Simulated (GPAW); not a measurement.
# B K-edge XANES of TiB2 (P6/mmm), part 4 of 4

How does the B K edge of TiB2 (P6/mmm) move when the bonds are compressed or stretched?

GPAW 26.7.0; X-ray absorption from dipole matrix elements to empty bands, plane-wave PAW PBE.

So far. Step 10 (Spectrum with XCH, B atom 2): Against the first run the r.m.s. difference is 7 %. The highest intensity below 16 eV goes from 8.6 eV (1.55) to 8.4 eV (1.59).

### Step 12. Spectrum with XCH, B atom 2

Shorter bonds are expected to push antibonding states and scattering resonances up, and longer ones down; the cell is scaled to test that.

Changed against the first core-hole run: volume scale from 1 to 1.06.

File xas.py:

```python
import numpy as np
from ase import Atoms
from ase.parallel import parprint, paropen
from gpaw import GPAW, PW, FermiDirac, Mixer, MixerDif, setup_paths
from gpaw.test import gen
setup_paths.insert(0, '.')
gen('B', name='fch1s', xcname='PBE', corehole=(1, 0, 1), write_xml=True)
from gpaw.mpi import world
world.barrier()

atoms = Atoms('Ti6B12',
    cell=[[0, 5.34963146, 0],
     [-4.63291674, -2.67481573, 0],
     [0, 0, 6.58343607]],
    scaled_positions=[[0, 0, 0],
     [0.33333333, 0.66666667, 0],
     [0, 0, 0.5],
     [0.66666667, 0.33333333, 0],
     [0.33333333, 0.66666667, 0.5],
     [0.66666667, 0.33333333, 0.5],
     [0, 0.66666667, 0.25],
     [0.33333333, 0.33333333, 0.25],
     [0, 0.66666667, 0.75],
     [0.66666667, 0, 0.25],
     [0.33333333, 0.33333333, 0.75],
     [0.66666667, 0, 0.75],
     [0.33333333, 0, 0.25],
     [0.66666667, 0.66666667, 0.25],
     [0.33333333, 0, 0.75],
     [0, 0.33333333, 0.25],
     [0.66666667, 0.66666667, 0.75],
     [0, 0.33333333, 0.75]],
    pbc=True)
atoms.calc = calc = GPAW(legacy_gpaw=True, mode=PW(430, force_complex_dtype=True), xc='PBE', setups={6: 'fch1s'},
    kpts={'size': (5, 5, 4), 'gamma': True}, occupations=FermiDirac(0.1),
    charge=-1, mixer=Mixer(0.1, 5, 50), maxiter=150,
    convergence={'density': 0.0001, 'eigenstates': 1e-6}, txt='scf.txt')
energy = atoms.get_potential_energy() + calc.get_reference_energy()
ef = calc.get_fermi_level()
out = dict(energy=energy, fermi=ef, forces=atoms.get_forces().tolist())
parprint(f'all-electron energy {energy:.4f} eV, Fermi level {ef:.4f} eV')
ev = np.array([[calc.get_eigenvalues(k, s) for k in range(len(calc.get_ibz_k_points()))] for s in range(calc.get_number_of_spins())])
out['homo'], out['lumo'], out['counts'] = ev[ev < ef].max(), ev[ev > ef].min(), sorted(set((ev < ef).sum((0, 2)).tolist()))
out['filled'] = (ev[:, 0] < ef).sum(1).tolist()

from ase.units import Ha
from gpaw.xas import dipole_matrix_elements
nb = int(calc.get_number_of_electrons() / 2) + 130
top, nb = nb, nb + 8 + nb // 12
nscf = calc.fixed_density(kpts={'size': (7, 7, 5), 'gamma': True}, nbands=nb,
    convergence={'bands': top, 'eigenstates': 5e-3}, maxiter=60, txt='nscf.txt')
cell = atoms.cell.array
ops = [cell.T @ U.T @ np.linalg.inv(cell.T) for U in nscf.wfs.kd.symmetry.op_scc]
E = np.arange(-6, 34, 0.1)
fwhm = np.interp(E, [4, 25], [0.9, 3.5])
Y, X, zero, highest = 0, 0, 1e9, 1e9
for spin in range(nscf.get_number_of_spins()):
    wfs = nscf.wfs
    mine = wfs.bd.get_slice()  # this rank's bands
    A = dipole_matrix_elements(wfs.setups[6])
    eps = np.zeros((wfs.kd.nibzkpts, nb))
    d = np.zeros((3, A.shape[1], wfs.kd.nibzkpts, nb), complex)
    for kpt in wfs.kpt_u:
        if kpt.s == spin and 6 in kpt.P_ani:
            eps[kpt.k, mine] = kpt.eps_n * Ha
            d[:, :, kpt.k, mine] = (kpt.weight * wfs.nspins / 2) ** 0.5 * np.inner(A, kpt.P_ani[6])
    world.sum(eps)
    world.sum(d)
    T = np.einsum('amkn,bmkn->abkn', d, d.conj()).real
    T = sum(np.einsum('ai,ijkn,bj->abkn', R, T, R) for R in ops) / len(ops)
    empty = eps > ef
    zero, highest = min(zero, eps[empty].min()), min(highest, eps[:, top - 1].min())
    lines = [(eps, T, empty)] if spin == 0 else lines + [(eps, T, empty)]
for eps, T, empty in lines:
    f = np.einsum('aakn->akn', T).reshape(3, -1)
    x = eps.ravel() - zero
    w = np.interp(x, E, fwhm) / 2.35482
    g = np.exp(-0.5 * ((E[:, None] - x) / w) ** 2) / (w * (2 * np.pi) ** 0.5)
    Y = Y + (f * empty.ravel()) @ g.T
    X = X + (f * ~empty.ravel()) @ g.T
out.update(E=E.round(2).tolist(), xas=Y.tolist(), xes=X.tolist(), zero=zero, valid=highest - zero, nk=len(eps), nb=nb)
for i in range(0, len(E), 10):
    parprint(f'{E[i]:7.2f}', *(f'{v:10.3e}' for v in Y[:, i]))
import json
with paropen('out.json', 'w') as f:
    json.dump(out, f)
```

The run is started by

```console
> OMP_NUM_THREADS=1 mpirun -n 4 gpaw python xas.py
```

Numbers of over 12 decimals in the logs are rounded to 6 here.

The log of the run:

```text
Input parameters:
  charge: -1
  convergence: {density: 0.0001,
                eigenstates: 1e-06}
  kpts: {gamma: True,
         size: (5, 5, 4)}
  maxiter: 150
  mixer: {backend: pulay,
          beta: 0.1,
          method: separate,
          nmaxold: 5,
          weight: 50}
  mode: {ecut: 430.0,
         force_complex_dtype: True,
         name: pw}
  occupations: {fixmagmom: False,
[...]
*p    :     0.350422
*d    :     0.000000
--------------------------------

Diagonalizing with gridspacing h=0.050

state   all-electron     PAW
-------------------------------
2s:      -0.872538    -0.873275
2p:      -0.649578    -0.650581
*d:                   -0.077574
*f:                   -0.014711
-------------------------------
all-electron energy -147323.1843 eV, Fermi level 11.1079 eV
[...]
32.00  1.808e-04  1.808e-04  3.883e-04
  33.00  1.473e-04  1.473e-04  3.460e-04
[key lines of the parts left out:]
Converged after 29 iterations.
Dipole moment: (-0.084087, -0.048547, -0.108507) |e|*Ang
Free energy:   -152.351488
Fermi level: 11.10793
```

Run time: 7 min. Hardware: 4 MPI ranks of Intel Xeon Platinum 8488C (Sapphire Rapids), shared host; peak memory 0.95 GiB; 28 min of CPU time.

| E (eV) | first run | this run |
| --- | --- | --- |
| -2.0 | 0.00 | 0.00 |
| -1.0 | 0.00 | 0.00 |
| 0.0 | 0.23 | 0.25 |
| 1.0 | 0.80 | 0.88 |
| 2.0 | 1.00 | 1.06 |
| 3.0 | 0.98 | 1.01 |
| 4.0 | 1.22 | 1.20 |
| 5.0 | 1.01 | 1.16 |
| 6.0 | 1.11 | 1.18 |
| 7.0 | 1.19 | 1.47 |
| 8.0 | 1.49 | 1.63 |
| 9.0 | 1.53 | 1.46 |
| 10.0 | 1.24 | 1.10 |
| 11.0 | 1.02 | 1.09 |
| 12.0 | 1.06 | 1.08 |
| 13.0 | 1.05 | 1.07 |
| 14.0 | 1.04 | 1.06 |
| 15.0 | 1.02 | 1.07 |
| 16.0 | 1.04 | 0.98 |
| 17.0 | 0.94 | 0.66 |
| 18.0 | 0.62 | 0.32 |
| 19.0 | 0.30 | 0.17 |
| 20.0 | 0.18 | 0.20 |
| 21.0 | 0.21 | 0.29 |
| 22.0 | 0.29 | 0.38 |
| 23.0 | 0.38 | 0.47 |
| 24.0 | 0.46 | 0.56 |
| 25.0 | 0.54 | 0.64 |
| 26.0 | 0.62 | 0.69 |
| 27.0 | 0.68 | 0.70 |
| 28.0 | 0.70 | 0.67 |
| 29.0 | 0.67 | 0.64 |
| 30.0 | 0.63 | 0.62 |
| 31.0 | 0.61 | 0.58 |

Against the first run the r.m.s. difference is 13 %. The highest intensity below 16 eV goes from 8.6 eV (1.55) to 8.1 eV (1.63).

The photon energy of the zero moves by +0.18 eV.

### Step 13. The volumes side by side

| volume | nearest distance (Å) | shift of the zero (eV) | maximum 1 (eV above own zero) | maximum 2 (eV above own zero) | maximum 3 (eV above own zero) | maximum 4 (eV above own zero) |
| --- | --- | --- | --- | --- | --- | --- |
| 0.94 | 1.713 | -0.19 | 2.8 | 4.5 | 6.0 | 9.2 |
| 0.97 | 1.731 | -0.09 | 2.6 | 4.3 | 5.8 | 8.9 |
| 1 | 1.749 | +0.00 | 2.5 | 4.1 | 5.6 | 8.6 |
| 1.03 | 1.766 | +0.09 | 2.4 | 3.9 | 5.4 | 8.4 |
| 1.06 | 1.783 | +0.18 | 2.3 | 3.8 | 5.3 | 8.1 |

The curves, each shifted by its zero's change so that they share one photon-energy axis, counted from the zero at V × 1:

| E (eV) | V × 0.94 | V × 0.97 | V × 1 | V × 1.03 | V × 1.06 |
| --- | --- | --- | --- | --- | --- |
| -2.0 | 0.00 | 0.00 | 0.00 | 0.00 | 0.00 |
| -1.0 | 0.01 | 0.00 | 0.00 | 0.00 | 0.00 |
| 0.0 | 0.32 | 0.28 | 0.23 | 0.19 | 0.16 |
| 1.0 | 0.81 | 0.80 | 0.80 | 0.79 | 0.78 |
| 2.0 | 0.96 | 0.98 | 1.00 | 1.02 | 1.04 |
| 3.0 | 0.96 | 0.97 | 0.98 | 1.00 | 1.02 |
| 4.0 | 1.11 | 1.17 | 1.22 | 1.24 | 1.25 |
| 5.0 | 0.99 | 0.99 | 1.01 | 1.05 | 1.09 |
| 6.0 | 1.10 | 1.10 | 1.11 | 1.13 | 1.17 |
| 7.0 | 1.00 | 1.09 | 1.19 | 1.31 | 1.42 |
| 8.0 | 1.29 | 1.40 | 1.49 | 1.56 | 1.62 |
| 9.0 | 1.48 | 1.51 | 1.53 | 1.53 | 1.52 |
| 10.0 | 1.33 | 1.29 | 1.24 | 1.19 | 1.15 |
| 11.0 | 1.03 | 1.02 | 1.02 | 1.04 | 1.08 |
| 12.0 | 1.00 | 1.03 | 1.06 | 1.08 | 1.09 |
| 13.0 | 1.02 | 1.04 | 1.05 | 1.06 | 1.07 |
| 14.0 | 1.03 | 1.04 | 1.04 | 1.05 | 1.06 |
| 15.0 | 1.00 | 1.00 | 1.02 | 1.05 | 1.07 |
| 16.0 | 0.99 | 1.02 | 1.04 | 1.04 | 1.01 |
| 17.0 | 1.02 | 1.00 | 0.94 | 0.85 | 0.73 |
| 18.0 | 0.89 | 0.76 | 0.62 | 0.48 | 0.37 |
| 19.0 | 0.56 | 0.41 | 0.30 | 0.22 | 0.18 |
| 20.0 | 0.27 | 0.21 | 0.18 | 0.18 | 0.19 |
| 21.0 | 0.18 | 0.19 | 0.21 | 0.24 | 0.27 |
| 22.0 | 0.22 | 0.26 | 0.29 | 0.33 | 0.37 |
| 23.0 | 0.30 | 0.34 | 0.38 | 0.42 | 0.46 |
| 24.0 | 0.38 | 0.42 | 0.46 | 0.50 | 0.55 |
| 25.0 | 0.46 | 0.50 | 0.54 | 0.58 | 0.62 |
| 26.0 | 0.53 | 0.57 | 0.62 | 0.66 | 0.69 |
| 27.0 | 0.61 | 0.65 | 0.68 | 0.70 | 0.71 |
| 28.0 | 0.67 | 0.70 | 0.70 | 0.69 | 0.68 |
| 29.0 | 0.70 | 0.69 | 0.67 | 0.65 | 0.64 |
| 30.0 | 0.67 | 0.64 | 0.63 | 0.63 | 0.62 |
| 31.0 | 0.62 | 0.61 | 0.61 | 0.61 | 0.59 |

### Step 14. What came out

```json
{
  "absorber and edge": "B K, atom 2 of the ground-state input (counted from 1)",
  "surroundings": "3 B at 1.75 Å (trigonal planar, site symmetry -6m2)",
  "highest intensity below 16 eV": "8.6 eV above the zero, height 1.55",
  "photon energy of the zero, with the added terms": "187.7 eV (raw 193.3 eV; uncertain by a few eV)"
}
```

In words: From V × 0.94 to V × 1.06 the nearest distance grows by 0.070 Å and the zero moves by +0.37 eV. Above their own zero, the maxima move from 2.8 to 2.3 eV, from 4.5 to 3.8 eV, from 6.0 to 5.3 eV and from 9.2 to 8.1 eV. The B K edge of atom 2, with 3 B at 1.75 Å (trigonal planar, site symmetry -6m2), has its highest intensity of the first 16 eV at 8.6 eV above the zero, near 196 eV in photon energy (uncertain by a few eV), 1.6 times the mean level of the first 20 eV (Gaussian full width 0.9 eV up to 4 eV, rising linearly to 3.5 eV at 25 eV). At the B K edge of atom 2 polarisation matters most near 4.2 eV, where the curves differ by 2.7 on this scale. The holes are only 5.2 Å apart, so the shape is probably not converged with cell size; no larger cell was run here. The structure is a published determination, not relaxed.

[Banner, clock and machine lines of the logs are left out without a mark of their own.]

[Logs are printed without paths, hosts, clocks, repeated set-up lines and the standing remarks that a program may print on its own settings, such as how far it seeks lower states.]

[Hosts, paths, dates, database ids (printed as entryN), source tags and the programs' standing remarks are cut or masked in the printed files.]

[Lists of maxima count a maximum above −3 eV only where it reaches 4 % of the highest in the window and stands out from its surroundings by 2 % of it (1.5 % where it reaches 55 %); shoulders and weaker maxima are passed over, and of the rest the first, up to two pre-edge ones and the few strongest are named.]
